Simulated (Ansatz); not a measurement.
# (KF)2(MgS)1 [001] superlattice, started as rocksalt type: from the cell to its phonons

Aim: the vibrations of (KF)2(MgS)1 [001] superlattice, started as rocksalt type, their spectra, and whether the structure is stable.

Method: DFT LDA, scalar-relativistic, plane waves, PAW, in Ansatz 0.2.0.

The structure was built from a prototype and need not be the compound's stable phase.

**1. Set-up**

It takes space group I4/mmm (No. 139, tetragonal). The conventional cell has a = 3.748 Å, b = 3.748 Å, c = 15.900 Å, α = 90.00°, β = 90.00°, γ = 90.00°. F has 1 Mg at 2.65 Å and 5 K at 2.65 Å nearest. K has 1 S at 2.65 Å and 5 F at 2.65 Å nearest. Nearest to Mg lie 2 F at 2.65 Å and 4 S at 2.65 Å. Nearest to S lie 2 K at 2.65 Å and 4 Mg at 2.65 Å. Farther neighbours and most contacts between anions are not listed.

**2. Coarse relaxation**

A rough relaxation comes first, because large forces or stress need no tight tolerances yet.

File input.yaml:

```yaml
crystal:
  lattice:
    - [2.65, 2.65, 0.0]
    - [-2.65, 2.65, 0.0]
    - [2.65, 0.0, 7.95]
  atoms:
    - { symbol: F, position: [0.5, 0.5, 0.0] }
    - { symbol: F, position: [0.833333, 0.166667, 0.333333] }
    - { symbol: K, position: [0.0, 0.0, 0.0] }
    - { symbol: K, position: [0.333333, 0.666667, 0.333333] }
    - { symbol: Mg, position: [0.666667, 0.333333, 0.666667] }
    - { symbol: S, position: [0.166667, 0.833333, 0.666667] }
kpoints:
  mp_grid: { grid: [6, 6, 6] }
hamiltonian:
  xc: lda
scf:
  occupations: { method: gaussian, width: 0.1 }
output:
  forces: true
  stress: true
  eigenvalues: true
relax:
  adjacent_minimum: "off"
  f_tol: 0.05
  max_steps: 80
  cell: { stress_tol: 0.5 }
```

Run with:

```console
ansatz run input.yaml --threads 8 --pin off --max-ram 14336MiB --backend cpu --events-out ev --progress --plain --runs-dir out
```

Numbers of over 12 decimals in the logs are rounded to 6 here.

Output:

```text
[...]
cell:  # Å, volume = 102.3963 Å³
    - [2.532583, 2.532583, 0.0]
    - [-2.532583, 2.532583, 0.0]
    - [2.532583, 0, 7.982281]
  atoms:
    - { symbol: F, position: [0.512677, 0.487323, -0.025355] }
    - { symbol: F, position: [0.820656, 0.179344, 0.358688] }
    - { symbol: K, position: [-0.011012, 0.011012, 0.022024] }
    - { symbol: K, position: [0.344345, 0.655655, 0.311309] }
    - { symbol: Mg, position: [0.666667, 0.333333, 0.666667] }
    - { symbol: S, position: [0.166667, 0.833333, 0.666667] }
[key lines of the parts left out:]
SCF converged after 5 iterations
Free energy (F): -7359.121691 eV
Fermi energy:    7.004568 eV
P = ⅓ Tr σ = -0.1512 GPa (-1.512 kbar)
```

Wall time 9.5 s (8 threads of Arm Neoverse N1, shared host); peak memory 0.52 GiB.

The steps of the relaxation:

| step | energy less that of the first step (eV) | largest force component (eV/Å) | pressure (GPa) | volume (Å³) |
| --- | --- | --- | --- | --- |
| 1 | 0.0000 | 1.6524 | -1.90 | 111.66 |
| 2 | -0.5368 | 0.1606 | -2.59 | 108.18 |
| 3 | -0.6100 | 0.1294 | -0.55 | 103.56 |
| 4 | -0.6215 | 0.0391 | 0.06 | 102.40 |
| 5* | -0.6109 | 0.0388 | -0.15 | 102.40 |

Relaxation steps marked * repeat the geometry before them on a plane-wave basis chosen anew for their cell, so energy and pressure can jump there.

The run keeps the 16 symmetry operations that it works with, so distortions that break them were not tested.

| conventional cell, symmetrised | before | after | change |
| --- | --- | --- | --- |
| a (Å) | 3.748 | 3.582 | -4.4 % |
| b (Å) | 3.748 | 3.582 | -4.4 % |
| c (Å) | 15.900 | 15.965 | +0.4 % |
| volume (Å³/atom) | 18.61 | 17.07 | -8.3 % |

The atoms that moved most (Å, as changes of fractional coordinates times the final cell):

| atom | dx | dy | dz | length |
| --- | --- | --- | --- | --- |
| F2 | 0.000 | 0.000 | 0.202 | 0.202 |
| F1 | 0.000 | 0.000 | -0.202 | 0.202 |
| K3 | 0.000 | 0.000 | 0.176 | 0.176 |
| K4 | 0.000 | 0.000 | -0.176 | 0.176 |

Numbers from this step:

| Item | Value |
| --- | --- |
| pressure | -0.1512 GPa |
| gap on the k-mesh | 3.151 eV |
| volume per atom | 17.07 Å³ |
| direct gap on mesh | 3.424 eV |

In this step the volume went from 18.61 to 17.07 Å³/atom.

**3. Relaxation**

The cell and atoms are relaxed, since residual forces and stress would shift the frequencies.

File input.yaml:

```yaml
crystal:
  lattice:
    - [2.5325828831, 2.5325828831, 0.0]
    - [-2.5325828831, 2.5325828831, 0.0]
    - [2.5325828831, 0.0, 7.9822806003]
  atoms:
    - { symbol: F, position: [0.5126774126, 0.4873225874, -0.0253548251] }
    - { symbol: F, position: [0.8206559208, 0.1793440792, 0.3586881585] }
    - { symbol: K, position: [-0.011011953, 0.011011953, 0.0220239061] }
    - { symbol: K, position: [0.3443452864, 0.6556547136, 0.3113094272] }
    - { symbol: Mg, position: [0.6666666667, 0.3333333333, 0.6666666667] }
    - { symbol: S, position: [0.1666666667, 0.8333333333, 0.6666666667] }
kpoints:
  mp_grid: { grid: [6, 6, 6] }
hamiltonian:
  xc: lda
scf:
  occupations: { method: gaussian, width: 0.02 }
output:
  forces: true
  stress: true
  eigenvalues: true
  write_density: true
  write_potential: true
  elf: true
  volumetric_format: npy
relax:
  adjacent_minimum: "off"
  f_tol: 0.005
  max_steps: 80
  cell: { stress_tol: 0.05 }
```

Output:

```text
[...]
Crystal: 6 atoms, lattice volume = 102.396 Å³
Basis set: ecut = 420 eV, 1979 PW (Γ)
Bands: 30, of which v1, the nominal top of the filled ones, is band 24 counted from 1 (23 counted from 0)
Symmetry: 16 space group operations
[...]
k-points: 30 of 216
[...]
SCF iter   1: F=—  HF=-7359.167959 eV  |F-HF|=—  |Δ(HF+E_count)|=         —  Δρ=1.40e-2  dr2=1.46e-1  ethr=1.77e-3  ⟨swp⟩=7.8  Hψ=4589  notcnv=0
[...]
SCF iter   7: F=-7359.121691 eV  HF=-7359.121691 eV  |F-HF|=1.51e-8  |Δ(HF+E_count)|=   1.59e-7  Δρ=5.41e-6  dr2=2.60e-8  ethr=2.08e-10  ⟨swp⟩=12.7  Hψ=7026  notcnv=0
SCF 1 converged in 7 iterations: F = -7359.121691 eV  dr2 = 2.60e-8
[...]
relax step   1: F+E_penalty+E_count = -7359.12169057 eV  Δ(F+E_penalty+E_count) = +0.000e0 eV  max|allowed force component| = 3.878e-2 eV/Å  Δτ_max = 0.0000 Å  P = -0.151 GPa  Ω = 102.396 Å³  (7 SCF iters, dr2 threshold 1.00e-7 eV, accepted)
Crystal: 6 atoms, lattice volume = 102.147 Å³
[...]
SCF iter   5: F=-7359.122689 eV  HF=-7359.122689 eV  |F-HF|=3.02e-8  |Δ(HF+E_count)|=   2.09e-6  Δρ=1.75e-5  dr2=2.95e-7  ethr=1.16e-9  ⟨swp⟩=7.7  Hψ=6589  notcnv=0
SCF 2 converged in 5 iterations: F = -7359.122689 eV  dr2 = 2.95e-7
relax step   2: F+E_penalty+E_count = -7359.12268909 eV  Δ(F+E_penalty+E_count) = -9.985e-4 eV  max|allowed force component| = 6.426e-2 eV/Å  Δτ_max = 0.0134 Å  P = +0.066 GPa  Ω = 102.147 Å³  energy of the carried Pulay correction = +5.251e-4 eV  (5 SCF iters, dr2 threshold 5.55e-7 eV, accepted)
Crystal: 6 atoms, lattice volume = 101.850 Å³
Basis set: ecut = 420 eV, 1955 PW (Γ)
[...]
SCF iter   6: F=-7359.124988 eV  HF=-7359.124988 eV  |F-HF|=2.31e-9  |Δ(HF+E_count)|=   8.25e-8  Δρ=4.70e-6  dr2=3.50e-8  ethr=5.38e-10  ⟨swp⟩=8.4  Hψ=5624  notcnv=0
SCF 3 converged in 6 iterations: F = -7359.124988 eV  dr2 = 3.50e-8
relax step   3: F+E_penalty+E_count = -7359.12498750 eV  Δ(F+E_penalty+E_count) = -2.298e-3 eV  max|allowed force component| = 1.716e-2 eV/Å  Δτ_max = 0.0166 Å  P = +0.087 GPa  Ω = 101.850 Å³  energy of the carried Pulay correction = +1.151e-3 eV  (6 SCF iters, dr2 threshold 2.58e-7 eV, accepted)
[...]
relax step   4: F+E_penalty+E_count = -7359.12543634 eV  Δ(F+E_penalty+E_count) = -4.488e-4 eV  max|allowed force component| = 1.809e-3 eV/Å  Δτ_max = 0.0104 Å  P = +0.041 GPa  Ω = 101.797 Å³  energy of the carried Pulay correction = +1.264e-3 eV  (6 SCF iters, dr2 threshold 5.74e-8 eV, accepted)
[...]
relax step   5: F+E_penalty+E_count = -7359.12535746 eV  Δ(F+E_penalty+E_count) = +7.887e-5 eV  max|allowed force component| = 9.765e-4 eV/Å  Δτ_max = 0.0006 Å  P = -0.004 GPa  Ω = 101.851 Å³  energy of the carried Pulay correction = +1.148e-3 eV  (5 SCF iters, dr2 threshold 1.61e-8 eV, accepted)
[...]
relax step   6: F+E_penalty+E_count = -7359.12437755 eV  Δ(F+E_penalty+E_count) = +9.799e-4 eV  max|allowed force component| = 1.018e-3 eV/Å  Δτ_max = 0.0000 Å  P = -0.023 GPa  Ω = 101.851 Å³  stress off target by 6.79e-2 GPa  SCF on the basis re-selected at this cell (its energy is not comparable with the rows above)  (5 SCF iters)
[...]
relax step   7: F+E_penalty+E_count = -7359.12449507 eV  Δ(F+E_penalty+E_count) = -1.175e-4 eV  max|allowed force component| = 5.084e-4 eV/Å  Δτ_max = 0.0008 Å  P = -0.006 GPa  Ω = 101.801 Å³  energy of the carried Pulay correction = +1.000e-4 eV  (5 SCF iters, dr2 threshold 1.15e-8 eV, accepted)
[...]
SCF iter   1: F=—  HF=-7359.124400 eV  |F-HF|=—  |Δ(HF+E_count)|=         —  Δρ=6.02e-6  dr2=8.20e-9  ethr=9.39e-8  ⟨swp⟩=3.0  Hψ=7088  notcnv=0
eigensolver tolerance schedule: the retry pair's looser diagonalisation over-reported the residual by 5497.06 of it (diagonalisation noise at 0.20 of the residual, at the tolerance the schedule requests for it); recorded, not acted on — ethr = c·dr2/N_el stays at c = 1.0e-1
[...]
SCF iter   2: F=—  HF=-7359.124402 eV  |F-HF|=—  |Δ(HF+E_count)|=   2.68e-6  Δρ=2.95e-6  dr2=2.86e-9  ethr=1.71e-11  ⟨swp⟩=3.0  Hψ=1832  notcnv=0
[...]
SCF iter   4: F=-7359.124402 eV  HF=-7359.124402 eV  |F-HF|=1.27e-11  |Δ(HF+E_count)|=  1.46e-10  Δρ=2.49e-7  dr2=4.84e-11  ethr=1.00e-12  ⟨swp⟩=5.1  Hψ=4933  notcnv=0
SCF 8 converged in 4 iterations: F = -7359.124402 eV  dr2 = 4.84e-11
relax step   8: F+E_penalty+E_count = -7359.12440221 eV  Δ(F+E_penalty+E_count) = +9.287e-5 eV  max|allowed force component| = 5.034e-4 eV/Å  Δτ_max = 0.0000 Å  P = -0.007 GPa  Ω = 101.801 Å³  stress off target by 1.38e-2 GPa  SCF on the basis re-selected at this cell (its energy is not comparable with the rows above)  (4 SCF iters)
[...]
SCF converged after 4 iterations
Free energy (F): -7359.124402 eV
[...]
Internal energy: -7359.124402 eV  (E = F + TS)
E sigma→0 (E₀):  -7359.124402 eV
Fermi energy:    7.108920 eV
[...]
--- Forces (eV/Å), atoms counted from 1 ---
  atom   1  F     -0.00000000     0.00000000     0.00017423
  atom   2  F     -0.00000000     0.00000000    -0.00017423
  atom   3  K      0.00000000     0.00000000     0.00050338
  atom   4  K      0.00000000    -0.00000000    -0.00050338
  atom   5  Mg    -0.00000000     0.00000000     0.00000000
  atom   6  S      0.00000000     0.00000000     0.00000000
  max |Σ_I F_I| component: 2.17e-19 eV/Å
--- Stress (GPa, compression-positive) ---
       -0.003583      -0.000000       0.000000
       -0.000000      -0.003583       0.000000
        0.000000       0.000000      -0.013782
  P = ⅓ Tr σ = -0.0070 GPa (-0.070 kbar)
--- Band table (eV; the first three rows and the last of 30) ---
  k-point 0: bands = [... 20 lower, 2.1851, 4.5961, 5.2367, 5.2367, 8.6549, 10.3582, 10.4823, 10.9846, ... 2 higher]
  k-point 1: bands = [... 20 lower, 2.1819, 4.4923, 5.2340, 5.2340, 8.7995, 10.2730, 10.3014, 11.1612, ... 2 higher]
  k-point 2: bands = [... 20 lower, 2.1737, 4.2888, 5.2285, 5.2285, 9.1389, 9.9575, 10.1587, 11.5356, ... 2 higher]
  k-point 29: bands = [... 20 lower, 2.0435, 2.9863, 2.9934, 5.3795, 8.9022, 10.2896, 10.5928, 12.0711, ... 2 higher]
--- Relaxed structure (6 steps of the walk, 6 accepted, 2 SCFs on fresh bases) ---
[...]
cell:  # Å, volume = 101.8011 Å³
    - [2.536043, 2.536043, 0.0]
    - [-2.536043, 2.536043, 0.0]
    - [2.536043, 0, 7.914244]
  atoms:
    - { symbol: F, position: [0.514766, 0.485234, -0.029532] }
    - { symbol: F, position: [0.818567, 0.181433, 0.362865] }
    - { symbol: K, position: [-0.010792, 0.010792, 0.021584] }
    - { symbol: K, position: [0.344125, 0.655875, 0.311750] }
    - { symbol: Mg, position: [0.666667, 0.333333, 0.666667] }
    - { symbol: S, position: [0.166667, 0.833333, 0.666667] }
```

The job ended after 13 s (8 threads; peak memory 0.51 GiB).

Relaxation path:

| step | energy less that of the first step (eV) | largest force component (eV/Å) | pressure (GPa) | volume (Å³) |
| --- | --- | --- | --- | --- |
| 1 | 0.0000 | 0.0388 | -0.15 | 102.40 |
| 2 | -0.0010 | 0.0643 | 0.07 | 102.15 |
| 3 | -0.0033 | 0.0172 | 0.09 | 101.85 |
| 4 | -0.0037 | 0.0018 | 0.04 | 101.80 |
| 5 | -0.0037 | 0.0010 | 0.00 | 101.85 |
| 6* | -0.0027 | 0.0010 | -0.02 | 101.85 |
| 7 | -0.0028 | 0.0005 | -0.01 | 101.80 |
| 8* | -0.0027 | 0.0005 | -0.01 | 101.80 |

Relaxation steps marked * repeat the geometry before them on a plane-wave basis chosen anew for their cell, so energy and pressure can jump there.

The run keeps the 16 symmetry operations that it works with, so distortions that break them were not tested.

| conventional cell, symmetrised | before | after | change |
| --- | --- | --- | --- |
| a (Å) | 3.582 | 3.587 | +0.1 % |
| b (Å) | 3.582 | 3.587 | +0.1 % |
| c (Å) | 15.965 | 15.828 | -0.9 % |
| volume (Å³/atom) | 17.07 | 16.97 | -0.6 % |

The atoms that moved most (Å, as changes of fractional coordinates times the final cell):

| atom | dx | dy | dz | length |
| --- | --- | --- | --- | --- |
| F2 | 0.000 | 0.000 | 0.033 | 0.033 |
| F1 | 0.000 | 0.000 | -0.033 | 0.033 |

A gap read on the k-mesh alone can miss the band edges.

Numbers from this step:

```
pressure           : -0.006983 GPa
gap on the k-mesh  : 3.092 eV
volume per atom    : 16.97 Å³
direct gap on mesh : 3.418 eV
```

Electrostatic potential energy in the ac plane of the conventional cell at fractional y = 0.000, with atoms of F and K and Mg and S within 0.2 Å of it. With pseudopotentials it is smooth inside the atoms' cores, unlike the true potential.

Ten even steps from '0' (-41 eV) to '9' (10 eV), each cell a mean:
```
12478999998631
88999999999988
67999999999986
01599999999830
67899999999986
99999999999999
45688999998764
00258999997410
23579999998743
89999999999999
67899999999987
32369999998522
22479999998632
88999999999998
88899999999988
11478999998631
00368999997510
66789999999876
99999999999999
34799999999964
01599999999831
88999999999998
77899999999887
00378999998610
```
Columns run along a (3.6 Å; values clipped at the 3rd and 97th percentile), rows up along c (15.8 Å), edges of the conventional cell, whose origin can differ from the input's. Atoms in or near the plane, at fractional coordinates: F at (0.00, 0.15), F at (0.00, 0.85), K at (0.00, 0.68), K at (0.00, 0.32), Mg at (0.00, 0.00), S at (0.00, 0.50).

ELF in the ac plane of the conventional cell at fractional y = 0.000, with atoms of F and K and Mg and S within 0.2 Å of it. It is the smooth field of the valence electrons, not physical close to the nuclei.

Ten even steps from '_' (0.00) to '@' (0.86), each cell a mean:
```
----::____..........__..----
......__________________....
%%%%**==::__________::++##%%
**%%@@##==..______::++%%@@##
%%%%##++::________..--**##%%
::::..________________....::
%%%%##**--________..==**%%%%
##@@@@@@**..______::##@@@@%%
@@@@%%**::________..==##%%@@
--::::..____________....::--
@@@@%%%%**--..__::==##%%@@@@
--++%%@@%%**::..--##@@@@##==
++##@@@@%%++::..--##@@@@%%**
######**++::..__..--++**####
==--::..______________::--==
@@@@@@##==________..++%%@@@@
%%@@@@@@++..______::##@@@@%%
####++==..__________::==**##
--::::..______________..::::
%%%%%%**--________..==##%%%%
##%%@@##==..______::++%%@@%%
##**++--..__________..==**##
....______________________..
--==--____..........__..--==
```
Columns run along a (3.6 Å), rows up along c (15.8 Å), edges of the conventional cell, whose origin can differ from the input's. Atoms in or near the plane, at fractional coordinates: F at (0.00, 0.15), F at (0.00, 0.85), K at (0.00, 0.68), K at (0.00, 0.32), Mg at (0.00, 0.00), S at (0.00, 0.50).

Valence density in the ac plane of the conventional cell at fractional y = 0.000, with atoms of F and K and Mg and S within 0.2 Å of it. It is the smooth field of the valence electrons, not physical close to the nuclei.

Ten steps, logarithmic in the rise over the least value, from '0' (0 e/Å³) to '9' (18 e/Å³), each cell a mean:
```
87410000000158
11000000000001
54310000001235
88531000002368
55310000001245
11000000000011
54320000001244
66542000012466
55421000001345
21100000000111
33221000011223
33432110112343
34432100112343
22211000001122
22110000000122
66531000002456
66531000012466
43210000000133
11100000000011
76421000001256
87531000001368
33210000000123
21000000000011
98510000001269
```
Columns run along a (3.6 Å), rows up along c (15.8 Å), edges of the conventional cell, whose origin can differ from the input's. Atoms in or near the plane, at fractional coordinates: F at (0.00, 0.15), F at (0.00, 0.85), K at (0.00, 0.68), K at (0.00, 0.32), Mg at (0.00, 0.00), S at (0.00, 0.50).

In this step the volume went from 17.07 to 16.97 Å³/atom.

**4. Relaxing to small forces for the phonons**

Phonons need a cell at rest on their own settings, so the relaxation is repeated with tight tolerances on forces and stress on the k mesh and occupations of the first response run.

File input.yaml:

```yaml
crystal:
  lattice:
    - [2.5360426569, 2.5360426569, 0.0]
    - [-2.5360426569, 2.5360426569, 0.0]
    - [2.5360426569, 0.0, 7.9142438616]
  atoms:
    - { symbol: F, position: [0.5147658406, 0.4852341594, -0.0295316811] }
    - { symbol: F, position: [0.8185674928, 0.1814325072, 0.3628650144] }
    - { symbol: K, position: [-0.0107917601, 0.0107917601, 0.0215835201] }
    - { symbol: K, position: [0.3441250934, 0.6558749066, 0.3117498132] }
    - { symbol: Mg, position: [0.6666666667, 0.3333333333, 0.6666666667] }
    - { symbol: S, position: [0.1666666667, 0.8333333333, 0.6666666667] }
kpoints:
  mp_grid: { grid: [8, 8, 8] }
hamiltonian:
  xc: lda
scf:
  occupations: { method: fixed }
output:
  forces: true
  stress: true
  eigenvalues: true
relax:
  adjacent_minimum: "off"
  f_tol: 0.001
  max_steps: 60
  cell: { stress_tol: 0.01 }
```

Output:

```text
[...]
Crystal: 6 atoms, lattice volume = 101.801 Å³
Basis set: ecut = 420 eV, 1971 PW (Γ)
Bands: 30, of which v1, the nominal top of the filled ones, is band 24 counted from 1 (23 counted from 0)
Symmetry: 16 space group operations
[...]
k-points: 59 of 512
[...]
cell:  # Å, volume = 101.7789 Å³
    - [2.535894, 2.535894, 0.0]
    - [-2.535894, 2.535894, 0.0]
    - [2.535894, 0, 7.913448]
  atoms:
    - { symbol: F, position: [0.514751, 0.485249, -0.029502] }
    - { symbol: F, position: [0.818582, 0.181418, 0.362835] }
    - { symbol: K, position: [-0.010814, 0.010814, 0.021627] }
    - { symbol: K, position: [0.344147, 0.655853, 0.311706] }
    - { symbol: Mg, position: [0.666667, 0.333333, 0.666667] }
    - { symbol: S, position: [0.166667, 0.833333, 0.666667] }
[key lines of the parts left out:]
SCF converged after 5 iterations
Free energy (F): -7359.126452 eV
Fermi energy:    5.562839 eV
P = ⅓ Tr σ = -0.0006 GPa (-0.006 kbar)
```

Elapsed: 8.4 s, on 8 threads; peak memory 0.55 GiB; 59 s of CPU time.

Little changed from the start: no atom moved by 0.005 Å and no cell edge by 0.1 %.

This step gave:

* pressure: -5.93e-4 GPa
* gap on the k-mesh: 3.095 eV
* volume per atom: 16.96 Å³
* direct gap on mesh: 3.421 eV

The largest force component left is 0.47 meV/Å and the pressure is -0.001 GPa, within the tolerances set. The cell now holds 16.96 Å³/atom.

(Continued in part 2 of 2.)

[Logs are printed without paths, hosts, clocks, repeated set-up lines and the standing remarks that a program may print on its own settings, such as how far it seeks lower states.]

[Hosts, paths, dates, database ids (printed as entryN), source tags and the programs' standing remarks are cut or masked in the printed files.]
